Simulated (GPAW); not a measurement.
Ti4O5 (I4/m), O K edge of atom 5, with 4 Ti at 2.01 Å (square planar, site symmetry 4/m). Method: GPAW, LDA, excited-electron core hole (neutral cell), 27-atom cell with 6.6 Å between holes, 4×4×4 k points, dipole transitions, Gaussian full width 0.9 eV up to 4 eV, rising linearly to 3.5 eV at 25 eV.

```
Ti O
1.0
    -3.30617    3.30617    2.07529
     3.30617   -3.30617    2.07529
     3.30617    3.30617   -2.07529
Ti O
4 5
Direct
  0.60870 0.78345 0.39215
  0.21655 0.60870 0.82525
  0.78345 0.39130 0.17475
  0.39130 0.21655 0.60785
  0.50000 0.50000 0.00000
  0.90887 0.68925 0.59812
  0.31075 0.90887 0.21962
  0.68925 0.09113 0.78038
  0.09113 0.31075 0.40188
```

Energy from the lowest empty level; a common scale on which the isotropic spectrum has a mean of 1 over the first 20 eV.

| E (eV) | curve 1 | curve 2 |
| --- | --- | --- |
| -2.0 | 0.00 | 0.00 |
| -1.0 | 0.01 | 0.02 |
| 0.0 | 1.41 | 1.77 |
| 1.0 | 1.51 | 2.15 |
| 2.0 | 1.86 | 0.38 |
| 3.0 | 2.28 | 0.21 |
| 4.0 | 1.25 | 0.19 |
| 5.0 | 0.35 | 0.55 |
| 6.0 | 1.03 | 0.92 |
| 7.0 | 1.56 | 0.81 |
| 8.0 | 1.20 | 1.02 |
| 9.0 | 1.15 | 1.33 |
| 10.0 | 1.27 | 1.13 |
| 11.0 | 1.42 | 0.75 |
| 12.0 | 1.09 | 0.71 |
| 13.0 | 0.60 | 0.64 |
| 14.0 | 0.36 | 0.45 |
| 15.0 | 0.31 | 0.54 |
| 16.0 | 0.52 | 0.99 |
| 17.0 | 0.75 | 1.32 |
| 18.0 | 0.76 | 1.10 |
| 19.0 | 0.64 | 0.69 |
| 20.0 | 0.55 | 0.44 |
| 21.0 | 0.48 | 0.34 |
| 22.0 | 0.43 | 0.37 |
| 23.0 | 0.43 | 0.50 |
| 24.0 | 0.50 | 0.70 |
| 25.0 | 0.61 | 0.92 |
| 26.0 | 0.77 | 1.13 |
| 27.0 | 1.04 | 1.31 |
| 28.0 | 1.42 | 1.50 |
| 29.0 | 1.80 | 1.64 |
| 30.0 | 1.98 | 1.59 |
| 31.0 | 1.83 | 1.31 |
| 32.0 | 1.42 | 0.91 |

**Question.** The curves are for the electric vector along different Cartesian axes of the cell as given, averaged over the symmetry-equivalent atoms. Which is which?

Curve 1: along x (⊥ c) (the other in-plane axis gives the same curve within 3 %), main maxima 0.5 eV (2.17), 2.5 eV (2.57) and 3.4 eV (2.36). Curve 2: along z (c), main maxima 0.5 eV (2.85), 9.1 eV (1.33) and 17.1 eV (1.33). A K edge sees empty p states; the first features are O p mixed into the empty d states of the Ti neighbours, and the broad ones above probably into the cations' higher empty bands. Each direction probes the empty orbitals that point along it. The unit cell's mesh shows no gap over 0.35 eV. That is right for a metallic compound; for a small-gap or correlated insulator it would be the fault of the functional or of the assumed magnetic order, and the hole would be screened too well. The crystal has 2 inequivalent O sites and not all are shown here, while a measurement adds them all.

[Banner, clock and machine lines of the logs are left out without a mark of their own.]

[Logs are printed without paths, hosts, clocks, repeated set-up lines and the standing remarks that a program may print on its own settings, such as how far it seeks lower states.]

[Hosts, paths, dates, database ids (printed as entryN), source tags and the programs' standing remarks are cut or masked in the printed files.]

[Lists of maxima count a maximum above −3 eV only where it reaches 4 % of the highest in the window and stands out from its surroundings by 2 % of it (1.5 % where it reaches 55 %); shoulders and weaker maxima are passed over, and of the rest the first, up to two pre-edge ones and the few strongest are named.]
